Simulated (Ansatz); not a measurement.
**La3AlN (Pm-3m): Grüneisen parameters**

Wanted: mode Grüneisen parameters of La3AlN (Pm-3m).

Calculated with Ansatz 0.2.0; DFT PBEsol, scalar-relativistic, plane waves, PAW; PAW set soft_1.

### 1. Set-up

It takes space group Pm-3m (No. 221, cubic). Conventional cell: a = 5.027 Å, b = 5.027 Å, c = 5.027 Å, α = 90.00°, β = 90.00°, γ = 90.00°. Nearest to La lie 2 N at 2.51 Å. Nearest to Al lie 12 La at 3.55 Å. N has 6 La at 2.51 Å nearest. Farther neighbours, and contacts between anions beyond the nearest, are not listed.

### 2. Phonons on a q mesh

Stability and thermal properties need the whole zone. Linear response on a 2×2×2 q mesh gives force constants as far as a supercell of that size would.

The input, input.yaml:

```yaml
crystal:
  lattice:
    - [5.0274630592, 0.0, 0.0]
    - [0.0, 5.0274630592, 0.0]
    - [0.0, 0.0, 5.0274630592]
  atoms:
    - { symbol: La, position: [0.5, 0.5, 0.0] }
    - { symbol: La, position: [0.0, 0.5, 0.5] }
    - { symbol: La, position: [0.5, 0.0, 0.5] }
    - { symbol: Al, position: [0.0, 0.0, 0.0] }
    - { symbol: "N", position: [0.5, 0.5, 0.5] }
kpoints:
  mp_grid: { grid: [8, 8, 8] }
hamiltonian:
  xc: pbesol
  pseudopotentials: { kind: paw, azcp: { folder: soft_1 }, xc_functional: pbe }
scf:
  occupations: { method: methfessel_paxton, width: 0.2 }
output:
  eigenvalues: true
phonons:
  method: dfpt
  qmesh: [2, 2, 2]
  temperatures: { t_max: 1000, t_step: 50 }
  qpath:
    path:
      - [[0.0, 0.0, 0.0], [0.0, 0.5, 0.0], [0.5, 0.5, 0.0], [0.0, 0.0, 0.0], [0.5, 0.5, 0.5], [0.0, 0.5, 0.0]]
      - [[0.5, 0.5, 0.5], [0.5, 0.5, 0.0]]
    npoints: 10
```

Launch:

```sh
> ansatz run input.yaml --threads 4 --pin off --max-ram 10240MiB --backend cpu --events-out ev --progress --plain --runs-dir out
```

Log:

```text
Engine: ansatz 0.2.0, aarch64-unknown-linux-gnu
Pseudopotentials: kind: paw
Pseudopotential: La, paw, valence charge 11, recommended cutoff 420 eV (normal), soft_1/La.paw.azcp
Pseudopotential: Al, paw, valence charge 3, recommended cutoff 420 eV (normal), soft_1/Al.paw.azcp
Pseudopotential: N, paw, valence charge 5, recommended cutoff 420 eV (normal), soft_1/N.paw.azcp
Functional definition: PBEsol
  exchange = pbesol_x
  correlation = pbesol_c
Crystal: 5 atoms, lattice volume = 127.071 Å³
Basis set: ecut = 420 eV, 2517 PW (Γ), exchange–correlation on 72×72×72 points (8 copies of the dense FFT grid, shifted against one another)
Bands: 26, of which v1, the nominal top of the filled ones, is band 21 counted from 1 (20 counted from 0)
Symmetry: 48 space group operations
k-points: 35 of 512
Non-local potential: La, projectors of the file, l = 0: 3, l = 1: 2, l = 2: 2, l = 3: 3
Non-local potential: Al, projectors of the file, l = 0: 2, l = 1: 2, l = 2: 1
Non-local potential: N, projectors of the file, l = 0: 2, l = 1: 2, l = 2: 1
PAW form: soft (Blöchl's): semilocal exchange-correlation on the pseudo side does not see the compensation charge
PAW frozen core: La, regenerated for the run's functional, and the local potential with it (the file was generated under x = pbe(κ = 0.804, μ = 0.219515), c = pbe(β = 0.066725))
PAW frozen core: Al, regenerated for the run's functional, and the local potential with it (the file was generated under x = pbe(κ = 0.804, μ = 0.219515), c = pbe(β = 0.066725))
PAW frozen core: N, regenerated for the run's functional, and the local potential with it (the file was generated under x = pbe(κ = 0.804, μ = 0.219515), c = pbe(β = 0.066725))
PAW one-centre angular grid: La, 590 points (default); XC on 64 Gauss nodes
PAW one-centre angular grid: Al, 110 points (default); XC on 64 Gauss nodes
PAW one-centre angular grid: N, 110 points (default); XC on 64 Gauss nodes
Initial density: superposition of atomic densities (chi_scale 0.1, normalization cell, long waves kept (reshape's long-wave potential 0.00 eV rms))
Initial wavefunctions: pseudopotential atomic-orbital guess
Functional: x = pbesol(κ = 0.804, μ = 0.123457), c = pbesol(β = 0.046)
SCF iter   1: F=—  HF=-19391.475174 eV  |F-HF|=—  |Δ(HF+E_count)|=         —  Δρ=2.53e-2  dr2=4.92e-1  ethr=3.10e-3  ⟨swp⟩=5.0  Hψ=4450  notcnv=0
preconditioner: auto → Kerker (q_TF=auto, 2.260 Å⁻¹)  [metal: Δε(μ)=0.080 eV  Ē_g=11.086 eV  σ=0.200 eV  W_gap=0.33  n_scr=26 (ndim 8)  ℏωp=19.5 eV  f_vac=0.000  D(μ)=1.74/eV (n_scr^D=6)]
SCF iter   2: F=—  HF=-19391.417725 eV  |F-HF|=—  |Δ(HF+E_count)|=   5.74e-2  S|Δr|=    0.00e0  Δρ=1.21e-2  dr2=1.66e-1  ethr=1.20e-3  ⟨swp⟩=2.2  Hψ=1675  notcnv=0  defer=6
SCF iter   3: F=—  HF=-19391.395660 eV  |F-HF|=—  |Δ(HF+E_count)|=   2.21e-2  S|Δr|=    0.00e0  Δρ=6.67e-3  dr2=3.91e-2  ethr=4.06e-4  ⟨swp⟩=2.9  Hψ=1395  notcnv=0  defer=6
SCF iter   4: F=—  HF=-19391.387372 eV  |F-HF|=—  |Δ(HF+E_count)|=   8.29e-3  S|Δr|=    0.00e0  Δρ=1.14e-3  dr2=1.66e-3  ethr=9.53e-5  ⟨swp⟩=2.0  Hψ=1093  notcnv=0  defer=6
SCF iter   5: F=—  HF=-19391.387358 eV  |F-HF|=—  |Δ(HF+E_count)|=   1.33e-5  S|Δr|=    0.00e0  Δρ=1.47e-4  dr2=5.90e-5  ethr=4.04e-6  ⟨swp⟩=2.4  Hψ=1641  notcnv=0  defer=6
SCF iter   6: F=—  HF=-19391.387360 eV  |F-HF|=—  |Δ(HF+E_count)|=   1.79e-6  S|Δr|=    0.00e0  Δρ=2.78e-5  dr2=2.39e-6  ethr=1.44e-7  ⟨swp⟩=2.0  Hψ=1186  notcnv=0  defer=6
SCF iter   7: F=—  HF=-19391.387359 eV  |F-HF|=—  |Δ(HF+E_count)|=   8.85e-7  S|Δr|=    0.00e0  Δρ=7.45e-6  dr2=1.77e-7  ethr=5.84e-9  ⟨swp⟩=2.0  Hψ=1608  notcnv=0  defer=7
SCF iter   8: F=—  HF=-19391.387359 eV  |F-HF|=—  |Δ(HF+E_count)|=   2.76e-8  S|Δr|=    0.00e0  Δρ=1.62e-6  dr2=4.08e-9  ethr=4.32e-10  ⟨swp⟩=2.0  Hψ=1172  notcnv=0  defer=7
SCF iter   9: F=—  HF=-19391.387359 eV  |F-HF|=—  |Δ(HF+E_count)|=  6.80e-10  S|Δr|=    0.00e0  Δρ=3.83e-7  dr2=1.89e-10  ethr=9.96e-12  ⟨swp⟩=2.1  Hψ=1597  notcnv=0  defer=7
SCF iter  10: F=—  HF=-19391.387359 eV  |F-HF|=—  |Δ(HF+E_count)|=  1.46e-11  S|Δr|=    0.00e0  Δρ=7.45e-8  dr2=1.30e-11  ethr=1.00e-12  ⟨swp⟩=2.3  Hψ=1361  notcnv=0  defer=7
SCF iter  11: F=-19391.387359 eV  HF=-19391.387359 eV  |F-HF|=3.64e-12  |Δ(HF+E_count)|=  3.64e-12  S|Δr|=    0.00e0  Δρ=2.04e-8  dr2=3.74e-13  ethr=1.00e-12  ⟨swp⟩=9.6  Hψ=5237  notcnv=0
SCF 1 converged in 11 iterations: F = -19391.387359 eV  dr2 = 3.74e-13
  greatest PAW one-centre occupation: 0.971 electrons in one spin orbital (limit 2), on the La atom at site 2 (counted from 0), in its partial waves of l = 0
phonons: the bands overlap, so this run is a metal and interpolates without the dipole-dipole term. If the crystal is really an insulator or semiconductor, its LO-TO splitting is missing
NSCF: frozen V_eff on 35 k-points
WARN: eigensolver did not converge in 3 slots of this pass, the one above among them; of largest residual over every band (k=27): 1 band(s) unlocked (lowest unlocked band 25, counted from 0; max residual 2.83e-4 eV among the unlocked bands, 2.83e-4 eV over every band); of lowest unlocked band (k=21): band 25
NSCF: frozen V_eff on 125 k-points
DFPT response loops at q = (0, 0, 0) (fractional): preconditioner auto → Kerker (q_TF=auto, 2.260 Å⁻¹) (partly filled bands, converged f_vac=0.000); β = 1.00, the filter's whole step (`scf.mixing.beta` (0.50) is not read by the response loops under this deck's `scf.mixing.preconditioner`; to damp them name `kerker` or `kerker_dos`, under which they read `scf.mixing.beta`, and type it under 1.00, their step now; both keys bind the ground state too); Broyden in place of MSR1
NSCF: frozen V_eff on 250 k-points
DFPT response loops at q = (0, 0, -0.5) (fractional): mixed as the last ones told, above
NSCF: frozen V_eff on 250 k-points
DFPT response loops at q = (0, -0.5, -0.5) (fractional): mixed as the last ones told, above
NSCF: frozen V_eff on 250 k-points
DFPT response loops at q = (-0.5, -0.5, -0.5) (fractional): mixed as the last ones told, above
SCF converged after 11 iterations
Stability not checked: this state was not tested for a lower state beside it, because cold or Methfessel-Paxton smearing, or corrected tetrahedra, fill the levels in a way that the test cannot read (fill_not_monotonic; see scf.lower_state_search)
Free energy (F): -19391.387359 eV
Harris-Foulkes:  -19391.387359 eV  (|F-HF|=3.64e-12)
Internal energy: -19391.400477 eV  (E = F + TS)
E sigma→0 (E₀):  -19391.390639 eV
Entropy (-TS):   0.013118 eV (2.624 meV/atom)
Fermi energy:    10.788856 eV
--- Per-component energies (eV) ---
  E_band       = -97.879104
  E_kinetic    = 710.199914
  E_local      = -1389.162435  (includes V_loc(G=0)·N_el)
  E_nonlocal   = 312.152940
  E_hartree    = 527.469726
  E_xc         = -522.537733
  E_vxc        = -539.333119  (∫ρ·V_xc dr)
  E_paw        = -16566.334685  (= ΣΔE_a)
  E_vpaw       = -246.676667  (= ΣTr[D̂ρ^β])
  E_aug_tail   = 0.000808  (compensation charges beyond the density's cutoff)
  E_ewald      = -2463.743360
  E_core_change = 0.554346  (= ΣΔE_core)
  E_smearing   = 0.013118  (= −TS)
  E_closure    = -0.000000  (closes the sum)
  Σ components = -19391.387359   (vs F -19391.387359, Δ=0.00e0)
--- Band table (eV; the first three rows and the last of 35) ---
  k-point 0: bands = [... 17 lower, 9.8151, 9.8151, 9.9090, 9.9090, 9.9090, 11.7358, 11.7358, 11.7358, ... 1 higher]
  k-point 1: bands = [... 17 lower, 9.7183, 9.9562, 9.9762, 10.0642, 10.0642, 11.6296, 11.6783, 11.6783, ... 1 higher]
  k-point 2: bands = [... 17 lower, 9.3373, 10.0847, 10.2388, 10.2388, 10.4270, 11.6406, 11.7337, 11.7337, ... 1 higher]
  k-point 34: bands = [... 17 lower, 11.2058, 11.2058, 11.2058, 11.5689, 11.5689, 11.5689, 12.4080, 12.4080, ... 1 higher]
--- Phonons (Γ-DFPT): 4 representative perturbations + reference (Σ response iterations 14) ---
  ASR residual: 3.961e-5 → 0.000e0 eV/Å²; symmetrization residual: 9.919e-7 eV/Å²
  ASR residual per site (eV/Å²): 1.57e-5 1.57e-5 1.57e-5 6.76e-6 3.96e-5
  Γ frequencies (cm⁻¹): 0.00 0.00 0.00 72.97 72.97 72.97 137.34 137.34 137.34 147.90 147.90 147.90 326.37 326.37 326.37
--- Phonons (arbitrary-q DFPT): 4 irreducible q on the 2×2×2 mesh ---
  q = [0.0000, 0.0000, 0.0000] (star 1, of the zone-centre solve; hermiticity 2.48e-7, symmetrization 1.89e-12): -0.00 -0.00 0.00 72.97 72.97 72.97 137.34 137.34 137.34 147.90 147.90 147.90 326.37 326.37 326.37
  q = [0.0000, 0.0000, -0.5000] (star 3, 9 solved perturbations in 975 linear systems a pass and spin channel, the states on 125 of 512 k-point pairs; hermiticity 2.20e-7, symmetrization 1.46e-12): 59.21 59.21 69.64 74.25 74.25 88.64 124.58 124.58 125.37 167.95 167.95 184.43 287.92 287.92 385.99
  q = [0.0000, -0.5000, -0.5000] (star 3, 9 solved perturbations in 975 linear systems a pass and spin channel, the states on 125 of 512 k-point pairs; hermiticity 1.22e-7, symmetrization 7.75e-14): 33.42 76.91 76.91 77.34 77.34 97.22 99.82 108.71 159.48 170.00 170.00 175.00 265.30 370.22 370.22
  q = [-0.5000, -0.5000, -0.5000] (star 1, 4 solved perturbations in 350 linear systems a pass and spin channel, the states on 125 of 512 k-point pairs; hermiticity 1.00e-7, symmetrization 1.21e-12): 27.53 27.53 27.53 102.27 102.27 103.82 103.82 103.82 160.39 160.39 160.39 193.28 359.21 359.21 359.21
  sum rule: each row above includes the acoustic sum rule's correction from the zone centre's row sums; it moved no ω² by more than (0.88 cm⁻¹)²
  mesh force constants: q→R imaginary residual 2.76e-18; ASR residual 3.961e-5 → 0.000e0 eV/Å²; symmetrization residual 4.441e-15 eV/Å²
  interpolated dispersion: 62 rows × 15 modes
  density of states and harmonic sums: on the 12×12×12 q-mesh, interpolated from the force constants of a 2×2×2 supercell (no non-analytic term)
  largest difference from the sums on the solved wave vectors: F 7.96e-2 eV, S 1.12e-4 and C_V 3.22e-5 eV/K
  zero-point energy: 0.142663 eV/cell   skipped modes (ω ≤ 0): 3   left out of the sums: 1.16e-4 of the cell's modes: C_V's classical limit lies that fraction below 3 k_B per atom; for a crystal, a wire or a layer, F and S can be off by more, and a phonons.interpolated_qmesh denser along its periods is the remedy for the sampling
```

Elapsed: 6.7 min, on 4 threads of Arm Neoverse V1, shared host; peak memory 1.5 GiB; 26 min of CPU time.

The column dr2 measures how far the density is from self-consistency, as an energy; F and HF (Harris–Foulkes) agree once it is small.

Numbers from this step:

```
volume per atom                                            : 25.41 Å³
gap on the k-mesh                                          : 0 eV
sum-rule residual before enforcement                       : 3.96e-5 eV/Å²
lowest frequency on the path                               : 0 cm⁻¹
point group                                                : m-3m
highest frequency on path, mesh or solved points           : 386 cm⁻¹
mean frequency                                             : 153.4 cm⁻¹
Debye temperature (second moment)                          : 339 K
logarithmic mean frequency                                 : 125.3 cm⁻¹
highest optical mode at the zone centre (no LO-TO term)    : 326.4 cm⁻¹
lowest optical zone-centre mode                            : 72.97 cm⁻¹
lowest mode on the q mesh (acoustic modes at Γ apart)      : 27.53 cm⁻¹
zero-point energy per atom                                 : 28.53 meV
heat capacity at 300 K                                     : 23.48 J/(mol atoms K)
vibrational entropy at 300 K                               : 38.40 J/(mol atoms K)
edges of the widest gap between branches, on path and mesh : 193.3, 265.3 cm⁻¹
```

Frequencies (cm⁻¹) solved at each irreducible wavevector; negative means imaginary. Frequencies by wavevector, by row:

| q in reciprocal lattice units | star | mode 1 | mode 2 | mode 3 | mode 4 | mode 13 | mode 14 | mode 15 |
| --- | --- | --- | --- | --- | --- | --- | --- | --- |
| 0 0 0 | 1 | 0 | 0 | 0 | 73 | 326.4 | 326.4 | 326.4 |
| 0 0 -0.5 | 3 | 59.2 | 59.2 | 69.6 | 74.2 | 287.9 | 287.9 | 386 |
| 0 -0.5 -0.5 | 3 | 33.4 | 76.9 | 76.9 | 77.3 | 265.3 | 370.2 | 370.2 |
| -0.5 -0.5 -0.5 | 1 | 27.5 | 27.5 | 27.5 | 102.3 | 359.2 | 359.2 | 359.2 |

Symmetry leaves 4 wavevectors to solve. The lowest mode among them, the acoustic zeros apart, lies at q = (-0.5, -0.5, -0.5) and is real, 27.5 cm⁻¹.

### 3. Relaxing at another volume, volume ratio 0.97

The volume is scaled by 0.97 and held; symmetry leaves nothing to relax, so this is a single point. The modes can then be followed against volume.

input.yaml, the sections that differ from step 2:

```yaml
crystal:
  lattice:
    - [4.9766771318, 0.0, 0.0]
    - [0.0, 4.9766771318, 0.0]
    - [0.0, 0.0, 4.9766771318]
  atoms:
    - { symbol: La, position: [0.5, 0.5, 0.0] }
    - { symbol: La, position: [0.0, 0.5, 0.5] }
    - { symbol: La, position: [0.5, 0.0, 0.5] }
    - { symbol: Al, position: [0.0, 0.0, 0.0] }
    - { symbol: "N", position: [0.5, 0.5, 0.5] }
output:
  forces: true
  stress: true
  eigenvalues: true
# kpoints, hamiltonian, scf: as in step 2
# phonons: removed
```

Log:

```text
[...]
Crystal: 5 atoms, lattice volume = 123.259 Å³
Basis set: ecut = 420 eV, 2469 PW (Γ), exchange–correlation on 72×72×72 points (8 copies of the dense FFT grid, shifted against one another)
Bands: 26, of which v1, the nominal top of the filled ones, is band 21 counted from 1 (20 counted from 0)
Symmetry: 48 space group operations
[...]
k-points: 35 of 512
[...]
k-point 0: bands = [... 17 lower, 10.1589, 10.1589, 10.2411, 10.2411, 10.2411, 12.1640, 12.1640, 12.1640, ... 1 higher]
  k-point 1: bands = [... 17 lower, 10.0692, 10.2898, 10.3266, 10.4177, 10.4177, 12.0583, 12.0963, 12.0963, ... 1 higher]
  k-point 2: bands = [... 17 lower, 9.7023, 10.4221, 10.6117, 10.6117, 10.7957, 12.0639, 12.1384, 12.1384, ... 1 higher]
  k-point 34: bands = [... 17 lower, 11.6482, 11.6482, 11.6482, 11.9839, 11.9839, 11.9839, 12.8310, 12.8310, ... 1 higher]
[key lines of the parts left out:]
SCF converged after 8 iterations
Free energy (F): -19391.360487 eV
Fermi energy:    11.179872 eV
P = ⅓ Tr σ = 2.3151 GPa (23.151 kbar)
```

It took 2.7 s on 4 threads; peak memory 0.49 GiB; 9.9 s of CPU time.

This run has no spin polarisation although its electron count is odd.

This step gave:

```
pressure        : 2.315 GPa
volume per atom : 24.65 Å³
```

### 4. Phonons at the other volume, volume ratio 0.97

The phonons are repeated at this volume on the same meshes, so that differences come from the volume alone.

input.yaml: that of step 3 with these lines changed.

```diff
@@ -19,4 +19,11 @@
 output:
-  forces: true
-  stress: true
   eigenvalues: true
+phonons:
+  method: dfpt
+  qmesh: [2, 2, 2]
+  temperatures: { t_max: 1000, t_step: 50 }
+  qpath:
+    path:
+      - [[0.0, 0.0, 0.0], [0.0, 0.5, 0.0], [0.5, 0.5, 0.0], [0.0, 0.0, 0.0], [0.5, 0.5, 0.5], [0.0, 0.5, 0.0]]
+      - [[0.5, 0.5, 0.5], [0.5, 0.5, 0.0]]
+    npoints: 10
```

Log:

```text
[...]
Crystal: 5 atoms, lattice volume = 123.259 Å³
Basis set: ecut = 420 eV, 2469 PW (Γ), exchange–correlation on 72×72×72 points (8 copies of the dense FFT grid, shifted against one another)
Bands: 26, of which v1, the nominal top of the filled ones, is band 21 counted from 1 (20 counted from 0)
Symmetry: 48 space group operations
k-points: 35 of 512
[...]
SCF iter   1: F=—  HF=-19391.443338 eV  |F-HF|=—  |Δ(HF+E_count)|=         —  Δρ=2.41e-2  dr2=4.30e-1  ethr=3.10e-3  ⟨swp⟩=4.9  Hψ=4435  notcnv=0
[...]
SCF iter  10: F=-19391.360487 eV  HF=-19391.360487 eV  |F-HF|=7.28e-12  |Δ(HF+E_count)|=  1.46e-11  S|Δr|=    0.00e0  Δρ=6.46e-8  dr2=7.18e-12  ethr=1.00e-12  ⟨swp⟩=8.1  Hψ=5614  notcnv=0
SCF 1 converged in 10 iterations: F = -19391.360487 eV  dr2 = 7.18e-12
[...]
NSCF: frozen V_eff on 35 k-points
[...]
SCF converged after 10 iterations
[...]
Free energy (F): -19391.360487 eV
[...]
Internal energy: -19391.372189 eV  (E = F + TS)
E sigma→0 (E₀):  -19391.363412 eV
Entropy (-TS):   0.011703 eV (2.341 meV/atom)
Fermi energy:    11.179876 eV
[...]
--- Band table (eV; the first three rows and the last of 35) ---
  k-point 0: bands = [... 17 lower, 10.1589, 10.1589, 10.2411, 10.2411, 10.2411, 12.1640, 12.1640, 12.1640, ... 1 higher]
  k-point 1: bands = [... 17 lower, 10.0692, 10.2898, 10.3266, 10.4177, 10.4177, 12.0584, 12.0963, 12.0963, ... 1 higher]
  k-point 2: bands = [... 17 lower, 9.7023, 10.4221, 10.6117, 10.6117, 10.7957, 12.0640, 12.1384, 12.1384, ... 1 higher]
  k-point 34: bands = [... 17 lower, 11.6482, 11.6482, 11.6482, 11.9839, 11.9839, 11.9839, 12.8310, 12.8310, ... 1 higher]
[...]
ASR residual: 1.237e-5 → 0.000e0 eV/Å²; symmetrization residual: 9.329e-7 eV/Å²
  ASR residual per site (eV/Å²): 1.24e-5 1.24e-5 1.24e-5 9.35e-7 2.92e-6
[...]
--- Phonons (arbitrary-q DFPT): 4 irreducible q on the 2×2×2 mesh ---
[...]
interpolated dispersion: 62 rows × 15 modes
[...]
```

Run time: 6.6 min. Hardware: 4 threads; peak memory 1.5 GiB.

This step gave:

- sum-rule residual before enforcement: 1.24e-5 eV/Å²
- highest frequency on path, mesh or solved points: 405.5 cm⁻¹
- mean frequency: 159.9 cm⁻¹
- Debye temperature (second moment): 357 K
- logarithmic mean frequency: 129 cm⁻¹
- highest optical mode at the zone centre (no LO-TO term): 344 cm⁻¹
- lowest optical zone-centre mode: 70.6 cm⁻¹
- lowest mode on the q mesh (acoustic modes at Γ apart): 24.78 cm⁻¹
- zero-point energy per atom: 29.74 meV
- heat capacity at 300 K: 23.35 J/(mol atoms K)
- vibrational entropy at 300 K: 37.77 J/(mol atoms K)
- edges of the widest gap between branches, on path and mesh: 200.9, 284.5 cm⁻¹

Frequencies (cm⁻¹) solved at each irreducible wavevector; negative means imaginary. Frequencies by wavevector, by row:

| q in reciprocal lattice units | star | mode 1 | mode 2 | mode 3 | mode 4 | mode 13 | mode 14 | mode 15 |
| --- | --- | --- | --- | --- | --- | --- | --- | --- |
| 0 0 0 | 1 | 0 | 0 | 0 | 70.6 | 344 | 344 | 344 |
| 0 0 -0.5 | 3 | 59.8 | 59.8 | 69.9 | 72.9 | 306.6 | 306.6 | 405.4 |
| 0 -0.5 -0.5 | 3 | 32.3 | 77.2 | 77.2 | 77.5 | 284.5 | 390 | 390 |
| -0.5 -0.5 -0.5 | 1 | 24.8 | 24.8 | 24.8 | 103.7 | 379.2 | 379.2 | 379.2 |

The highest optical mode at the zone centre (no LO-TO term) is 344.0 cm⁻¹, +17.6 cm⁻¹ against the base run.

### 5. Relaxing at another volume, volume ratio 1.03

The volume is scaled by 1.03 and held; symmetry leaves nothing to relax, so this is a single point. The modes can then be followed against volume.

input.yaml, the sections that differ from step 4:

```yaml
crystal:
  lattice:
    - [5.0772431586, 0.0, 0.0]
    - [0.0, 5.0772431586, 0.0]
    - [0.0, 0.0, 5.0772431586]
  atoms:
    - { symbol: La, position: [0.5, 0.5, 0.0] }
    - { symbol: La, position: [0.0, 0.5, 0.5] }
    - { symbol: La, position: [0.5, 0.0, 0.5] }
    - { symbol: Al, position: [0.0, 0.0, 0.0] }
    - { symbol: "N", position: [0.5, 0.5, 0.5] }
output:
  forces: true
  stress: true
  eigenvalues: true
# kpoints, hamiltonian, scf: as in step 4
# phonons: removed
```

Log:

```text
[...]
Crystal: 5 atoms, lattice volume = 130.883 Å³
Basis set: ecut = 420 eV, 2517 PW (Γ), exchange–correlation on 72×72×72 points (8 copies of the dense FFT grid, shifted against one another)
Bands: 26, of which v1, the nominal top of the filled ones, is band 21 counted from 1 (20 counted from 0)
Symmetry: 48 space group operations
[...]
k-points: 35 of 512
[...]
k-point 0: bands = [... 17 lower, 9.4896, 9.4896, 9.5941, 9.5941, 9.5941, 11.3314, 11.3314, 11.3314, ... 1 higher]
  k-point 1: bands = [... 17 lower, 9.3868, 9.6400, 9.6446, 9.7316, 9.7316, 11.2242, 11.2832, 11.2832, ... 1 higher]
  k-point 2: bands = [... 17 lower, 8.9935, 9.7646, 9.8878, 9.8878, 10.0785, 11.2397, 11.3501, 11.3501, ... 1 higher]
  k-point 34: bands = [... 17 lower, 10.7887, 10.7887, 10.7887, 11.1766, 11.1766, 11.1766, 12.0072, 12.0072, ... 1 higher]
[key lines of the parts left out:]
SCF converged after 8 iterations
Free energy (F): -19391.362925 eV
Fermi energy:    10.423141 eV
P = ⅓ Tr σ = -2.0067 GPa (-20.067 kbar)
```

Wall time 2.9 s (4 threads); peak memory 0.5 GiB; 11 s of CPU time.

Read from the output:

```yaml
pressure: -2.007 GPa
volume_per_atom: 26.18 Å³
```

The run ends at a pressure of -2.01 GPa.

[end of part 1 of 2]

[Long decimals in the printed logs are rounded to 6 places.]

[Logs are printed without paths, hosts, clocks, repeated set-up lines and the standing remarks that a program may print on its own settings, such as how far it seeks lower states.]

[Hosts, paths, dates, database ids (printed as entryN), source tags and the programs' standing remarks are cut or masked in the printed files.]

[Where the starting crystal was built by hand or by swapping elements, it need not be the compound's stable phase.]
